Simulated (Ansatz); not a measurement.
# Cl-SiC-Cl chair bilayer (AA) in a perpendicular field, part 4 of 4

What dipole does a perpendicular field induce in the Cl-SiC-Cl chair bilayer (AA), and does the gap follow? A positive field points along +c.

Ansatz 0.2.0; plane-wave DFT, PBE-D3(BJ), Ansatz PAW.

So far, gap on the k-mesh (eV): step 2 (relaxation) 2.03; step 5 (single point, field -0.1 V/Å) 2.14; step 7 (single point, field -0.2 V/Å) 2.04; step 10 (relaxing in the field, field 0.1 V/Å) 1.88; step 11 (relaxing in the field, field -0.1 V/Å) 2.14.

## 13. Varying the input

This step: plane-wave DFT, PBE-D3(BJ), Ansatz PAW (Ansatz 0.2.0).

An input spoilt on purpose, to show how the run answers: it repeats the earlier run at 0.1 V/Å with efield.axis from 3 to 0, and scf.max_iter set to 50.

File input.yaml:

```yaml
crystal:
  lattice:
    - [3.2481354519, 0.0, 0.0]
    - [-1.624067726, 2.8129678163, 0.0]
    - [0.0, 0.0, 29.8396603225]
  atoms:
    - { symbol: Cl, position: [0.6666666667, 0.3333333333, 0.3016120124] }
    - { symbol: C, position: [0.6666666667, 0.3333333333, 0.3629649193] }
    - { symbol: Si, position: [0.3333333333, 0.6666666667, 0.3813156509] }
    - { symbol: Cl, position: [0.3333333333, 0.6666666667, 0.4497083923] }
    - { symbol: Cl, position: [0.6666666667, 0.3333333333, 0.550304303] }
    - { symbol: C, position: [0.6666666667, 0.3333333333, 0.6116553423] }
    - { symbol: Si, position: [0.3333333333, 0.6666666667, 0.6299959318] }
    - { symbol: Cl, position: [0.3333333333, 0.6666666667, 0.6983879876] }
kpoints:
  mp_grid: { grid: [18, 18, 1] }
  band_path:
    path: [[0, 0, 0], [0.5, 0, 0], [0.33333333, 0.33333333, 0], [0, 0, 0]]
    npoints: 16
hamiltonian:
  xc: pbe
  dispersion: d3bj
scf:
  occupations: { method: fermi_dirac, width: 0.05 }
  convergence: { dr2_threshold: 1.0e-10 }
  max_iter: 50
efield:
  axis: 0
  dipole_correction: true
  ramp_position: 0.9571
  ramp_width: 0.0858
  amplitude: 0.1
output:
  write_potential: true
  write_density: true
  volumetric_format: npy
```

On the command line:

```bash
ansatz run input.yaml --threads 2 --pin off --max-ram 3072MiB --backend cpu --events-out ev --progress --plain --runs-dir out
```

Numbers of over 12 decimals in the logs are rounded to 6 here.

The program printed:

```text
Error: invalid value for `efield.axis`: must be in [1, 3]; got 0
```

Wall time 0.02 s (2 threads of Intel Xeon Platinum 8375C at 2.90GHz (Ice Lake), shared host); peak memory 0.042 GiB.

The program refused the input before any cycle.

The program's message: “Error: invalid value for `efield.axis`: must be in [1, 3]; got 0”

The fault put into the input: an axis of 0, outside the range 1 to 3.

## 14. Varying the input: accuracy = "high" and scf.algorithm = "direct_min"

Another changed input: it repeats the earlier run at 0.1 V/Å with accuracy to high and scf.algorithm to direct_min.

input.yaml, as its differences from that of step 13:

```diff
@@ -25,5 +25,5 @@
   convergence: { dr2_threshold: 1.0e-10 }
-  max_iter: 50
+  algorithm: direct_min
 efield:
-  axis: 0
+  axis: 3
   dipole_correction: true
@@ -36 +36,2 @@
   volumetric_format: npy
+accuracy: high
```

The program printed:

```text
[...]
Crystal: 8 atoms, lattice volume = 272.642 Å³
Basis set: ecut = 420 eV, 5439 PW (Γ)
Bands: 30, of which v1, the nominal top of the filled ones, is band 22 counted from 1 (21 counted from 0)
Symmetry: 6 space group operations
[...]
k-points: 37 of 324 (time reversal used)
[...]
SCF iter   9: F=-6095.255158 eV  HF=-6095.255158 eV  |F-HF|=5.46e-12  |Δ(HF+E_count)|=  1.79e-10  Δρ=6.11e-8  dr2=1.17e-11  ethr=2.19e-12  p=0.038 e·Å  D=2.52e-2 V/Å  ΔV_dip=-0.75 eV  dr2_dipole=1.63e-13  V_vac-E_F(+/−)=5.33/3.41 eV  ⟨swp⟩=3.2  Hψ=2508  notcnv=0  defer=1
the search or the solves at the SCF's close seem to have found levels that the self-consistency loop had missed (the run counts 2). By its estimate they hold under 1e-12 electrons; where the run keeps them, the occupations were computed again with them
SCF 1 converged in 9 iterations: F = -6095.255158 eV  dr2 = 1.17e-11
[...]
SCF converged after 9 iterations
Stability not checked: this state was not tested for a lower state beside it, because a direct minimisation reached the state, and no test of it is asked (direct_minimisation; see scf.lower_state_search)
Free energy (F): -6095.255158 eV
[...]
Internal energy: -6095.255158 eV  (E = F + TS)
E sigma→0 (E₀):  -6095.255158 eV
Fermi energy:    1.126638 eV
Dipole field:    D = 0.025180 V/Å  (p = 0.037939 e·Å, saw-weighted, corrected)
Work function:   not extracted (applied field tilts the vacuum); planar V_es + V_field profile in the machine report
[...]
--- Band table (eV; the first three rows and the last of 37) ---
  k-point 0: bands = [... 18 lower, -0.1901, -0.1901, 0.1626, 0.1626, 2.0266, 2.4919, 3.0267, 3.5364, ... 4 higher]
  k-point 1: bands = [... 18 lower, -0.3367, -0.2190, 0.0160, 0.1342, 2.1268, 2.6216, 3.1698, 3.6369, ... 4 higher]
  k-point 2: bands = [... 18 lower, -0.7257, -0.3729, -0.2999, 0.0548, 2.3297, 2.8672, 3.5028, 3.9098, ... 4 higher]
  k-point 36: bands = [... 18 lower, -2.8257, -2.7096, -2.3821, -2.3121, 3.7020, 4.1824, 4.8166, 5.2113, ... 4 higher]
```

Elapsed: 41 s, on 2 threads; peak memory 0.82 GiB.

Numbers from this step:

- gap on the k-mesh: 1.864 eV
- dipole along the normal: 0.03794 e·Å
- gap along the path: 1.864 eV
- smallest direct gap along the path: 1.864 eV
- gap, the smaller of path and mesh: 1.864 eV

The electronic bands at the labelled points (eV, zero at the Fermi level of the run, which the smearing sets inside the gap):

```
  point  band 19  band 20  band 21  band 22  band 23  band 24  band 25  band 26
      Γ    -1.32    -1.32    -0.96    -0.96     0.90     1.37     1.90     2.41
halfway    -2.90    -2.56    -1.75    -1.39     1.57     1.96     2.35     2.77
      M    -3.32    -2.92    -2.12    -1.75     1.06     1.43     2.31     2.71
halfway    -3.89    -3.48    -2.85    -2.49     2.34     2.74     2.82     3.14
      K    -3.95    -3.84    -3.51    -3.44     2.58     3.06     3.69     4.08
halfway    -3.05    -2.68    -2.20    -1.84     1.91     2.31     3.40     3.75
      Γ    -1.32    -1.32    -0.96    -0.96     0.90     1.37     1.90     2.41
```

```
                               quantity  this run  earlier run  difference
          dipole along the normal (e·Å)   0.03794      0.03794      1.1e-6
                gap along the path (eV)     1.864        1.864      8.9e-5
smallest direct gap along the path (eV)     1.864        1.864      8.9e-5
                 gap on the k-mesh (eV)     1.864        1.864      9.0e-5
```

Nothing in the table moves by 0.01 in its unit (for the dipole 0.5 % and 5e-5 e·Å). The run took 9 SCF cycles against 13.

On this path the gap is direct, 1.86 eV, with the valence top at Γ and the conduction bottom at Γ.

## 15. What came out

* gap without field: 2.03 eV
* ionisation energy, upper face: 5.62 eV
* electron affinity, upper face: 3.60 eV
* step between the vacuum levels: 0.369 eV
* equivalent conductor thickness, atoms held: 11.2 Å
* equivalent conductor thickness, atoms relaxed: 11.5 Å

The induced dipole equals that of a perfect conductor 11.20 Å thick, while the outer atoms lie 11.84 Å apart; an out-of-plane ε follows only once a thickness t is chosen, by 1 − 1/ε = 11.20 Å / t. The two faces differ: the vacuum level above lies 0.37 eV higher than the one below. The gap goes from 2.03 eV to 1.42 eV at 0.35 V/Å. Letting the atoms follow the field adds 0.32 Å to the equivalent conductor thickness: the ionic part of the response. With the field reversed the gap is 2.14 eV at -0.1 V/Å. Semilocal functionals give gaps that are too small, and excitons are not included.

[Logs are printed without paths, hosts, clocks, repeated set-up lines and the standing remarks that a program may print on its own settings, such as how far it seeks lower states.]

[Hosts, paths, dates, database ids (printed as entryN), source tags and the programs' standing remarks are cut or masked in the printed files.]

[Maps of the electrostatic potential energy from Ansatz leave out the sawtooth potential of an applied field or a dipole correction, so their vacuum need not be flat; planar profiles and work functions include it.]
